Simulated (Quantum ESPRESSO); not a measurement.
# BAs (F-43m): the LO frequency by hand

Wanted: the LO mode of BAs (F-43m) from the TO mode and the field response.

Method: DFT LDA, scalar-relativistic, plane waves, PseudoDojo norm-conserving pseudopotentials, in Quantum ESPRESSO 7.5.

## Step 1: The relaxed structure

It takes space group F-43m (No. 216, cubic). The conventional cell has a = 4.732 Å, b = 4.732 Å, c = 4.732 Å, α = 90.00°, β = 90.00°, γ = 90.00°. B has 4 As at 2.05 Å nearest. Nearest to As lie 4 B at 2.05 Å. Farther neighbours are not listed.

As a file:

```cif
data_structure
_symmetry_space_group_name_H-M 'F-43m'
_symmetry_Int_Tables_number 216
_cell_length_a 4.7319
_cell_length_b 4.7319
_cell_length_c 4.7319
_cell_angle_alpha 90.000
_cell_angle_beta 90.000
_cell_angle_gamma 90.000
_cell_volume 105.95
loop_
_atom_site_label
_atom_site_type_symbol
_atom_site_symmetry_multiplicity
_atom_site_Wyckoff_symbol
_atom_site_fract_x
_atom_site_fract_y
_atom_site_fract_z
_atom_site_occupancy
B1 B 4 a 0.00000 0.00000 0.00000 1
As1 As 4 d 0.25000 0.25000 0.75000 1
```

This is the cell after its relaxation at this level of theory, not the database cell from which that began.

## Step 2: What the response run gave

A linear-response run on the relaxed cell, with the response to an electric field; only its zone-centre results are used. Cutoff 88 Ry, k mesh 12×12×12.

Output:

```text
[banners, grids, parts of the stress and lines that vanish by symmetry left out]
Program PHONON v.7.5
     Reading xml data from directory:

[...]
Exchange-correlation= PW
                           (   1   4   0   0   0   0   0)
[...]
kinetic-energy cut-off    =      88.0000  Ry
     charge density cut-off    =     352.0000  Ry
     convergence threshold     =      1.0E-18
[...]
Exchange-correlation= PW
                           (   1   4   0   0   0   0   0)
[...]
q = (   0.0000000   0.0000000   0.0000000 )
     25 Sym.Ops. (with q -> -q+G )
     G cutoff =  356.4677  (  19891 G-vectors)     FFT grid: ( 40, 40, 40)
     number of k points=    72
[...]
Mode symmetry, T_d (-43m)  point group:
[...]
Dielectric constant
[...]
End of electric fields calculation
          Dielectric constant in cartesian axis
          (       9.634004381      -0.000000000       0.000000000 )
          (       0.000000000       9.634004381      -0.000000000 )
          (      -0.000000000      -0.000000000       9.634004381 )
          Effective charges (d Force / dE) in cartesian axis without acoustic sum rule applied (asr)
           atom    1  B     Mean Z*:       -0.54086
      Ex  (       -0.54086       -0.00000       -0.00000 )
      Ey  (       -0.00000       -0.54086       -0.00000 )
      Ez  (        0.00000        0.00000       -0.54086 )
           atom    2  As    Mean Z*:        0.53610
      Ex  (        0.53610        0.00000        0.00000 )
      Ey  (        0.00000        0.53610        0.00000 )
      Ez  (       -0.00000        0.00000        0.53610 )
          Effective charges Sum: Mean:       -0.00476
[...]
Effective charges (d Force / dE) in cartesian axis with asr applied:
           atom    1  B     Mean Z*:       -0.53848
[...]
atom    2  As    Mean Z*:        0.53848
[...]
Representation #   1 modes #   1   2   3
[...]
End of self-consistent calculation
     Convergence has been achieved
     Representation #   2 modes #   4   5   6
[...]
End of self-consistent calculation
     Convergence has been achieved
[...]
Dielectric constant in cartesian axis
          (       9.634004381      -0.000000000       0.000000000 )
          (       0.000000000       9.634004381      -0.000000000 )
          (      -0.000000000      -0.000000000       9.634004381 )
          Effective charges (d Force / dE) in cartesian axis without acoustic sum rule applied (asr)
           atom    1  B     Mean Z*:       -0.54086
      Ex  (       -0.54086       -0.00000       -0.00000 )
      Ey  (       -0.00000       -0.54086       -0.00000 )
      Ez  (        0.00000        0.00000       -0.54086 )
           atom    2  As    Mean Z*:        0.53610
      Ex  (        0.53610        0.00000        0.00000 )
      Ey  (        0.00000        0.53610        0.00000 )
      Ez  (       -0.00000        0.00000        0.53610 )
          Effective charges Sum: Mean:       -0.00476
[...]
Effective charges (d Force / dE) in cartesian axis with asr applied:
           atom    1  B     Mean Z*:       -0.53848
[...]
atom    2  As    Mean Z*:        0.53848
[...]
q = (    0.000000000   0.000000000   0.000000000 )
[...]
freq (    1) =       0.099910 [THz] =       3.332656 [cm-1]
     freq (    2) =       0.099910 [THz] =       3.332656 [cm-1]
     freq (    3) =       0.099910 [THz] =       3.332656 [cm-1]
     freq (    4) =      21.003257 [THz] =     700.593258 [cm-1]
     freq (    5) =      21.003257 [THz] =     700.593258 [cm-1]
     freq (    6) =      21.003257 [THz] =     700.593258 [cm-1]
[...]
Mode symmetry, T_d (-43m)  point group:
     freq (   1-   3) =          3.3  [cm-1]   --> T_2  G_15 P_4   I+R
     freq (   4-   6) =        700.6  [cm-1]   --> T_2  G_15 P_4   I+R

   JOB DONE.
```

```tsv
quantity	value
cell volume Ω (Å³)	26.488
mass of B (u)	10.810
mass of As (u)	74.922
Born charge of B, raw (e)	-0.541
Born charge of As, raw (e)	0.536
ε∞	9.634
ω(TO) after the sum rule (cm⁻¹)	700.6
```

## Step 3: The calculation

The charges must sum to zero over the cell; taking off their mean, -0.002 e, leaves Z* = -0.538 e on B. In the polar mode B moves against As, so the reduced mass is μ = 10.81 × 74.92 / 85.73 = 9.447 u.

A longitudinal wave builds up a field that adds to the restoring force: ω(LO)² = ω(TO)² + 4π Z*² / (μ Ω ε∞), in Hartree atomic units. With μ = 17221 electron masses and Ω = 178.75 bohr³ the second term is 1.2288e-07 Ha², or 5919 cm⁻² (1 Ha = 219474.6 cm⁻¹).

So ω(LO) = √(490812 + 5919) = 704.8 cm⁻¹, and by the Lyddane-Sachs-Teller relation ε₀ = ε∞ (ω(LO)/ω(TO))² = 9.75.

## Step 4: Check against the program

The analysis program adds the same non-analytic term to the full matrix, here for q along (1 0 0).

Output:

```text
[banner, memory and clock lines left out]
Program DYNMAT v.7.5

     Reading Dynamical Matrix from file g.dyn
     ...Force constants read
     ...epsilon and Z* read

     Polarizability (A^3 units)
     multiply by 0.257865 for Clausius-Mossotti correction
        18.198967    0.000000   -0.000000
        -0.000000   18.198967   -0.000000
         0.000000   -0.000000   18.198967

     IR activities are in (D/A)^2/amu units

# mode   [cm-1]    [THz]      IR
    1     -0.00   -0.0000    0.0000
    2     -0.00   -0.0000    0.0000
    3      0.00    0.0000    0.0000
    4    700.58   21.0028    0.7081
    5    700.58   21.0028    0.7081
    6    704.79   21.1291    0.7081
```

ε₀ comes from the program's run without a direction of q.

```tsv
quantity	by hand	program
ω(LO) (cm⁻¹)	704.8	704.8
ε₀	9.75	9.75
```

## Step 5: Summary of results

| Item | Value |
| --- | --- |
| TO mode | 700.6 cm⁻¹ |
| LO mode | 704.8 cm⁻¹ |
| static dielectric constant | 9.750 |

The LO mode of BAs (F-43m) lies at 705 cm⁻¹, 4 cm⁻¹ above the TO mode; the formula meets the program within 0.1 cm⁻¹, as it must for a cubic crystal with one polar mode. ω(LO)² − ω(TO)² goes with Z*²/ε∞: an error of 5 % in ε∞ would move the LO mode by 0.2 cm⁻¹, and semilocal functionals tend to overestimate ε∞. These are harmonic values at zero temperature, at the volume of this functional, for the structure held cubic; stability elsewhere in the zone is no part of this calculation.

[Host names and launcher messages were left out of these logs when they were recorded.]

[Logs are printed without paths, hosts, clocks, repeated set-up lines and the standing remarks that a program may print on its own settings, such as how far it seeks lower states.]

[Hosts, paths, dates, database ids (printed as entryN), source tags and the programs' standing remarks are cut or masked in the printed files.]
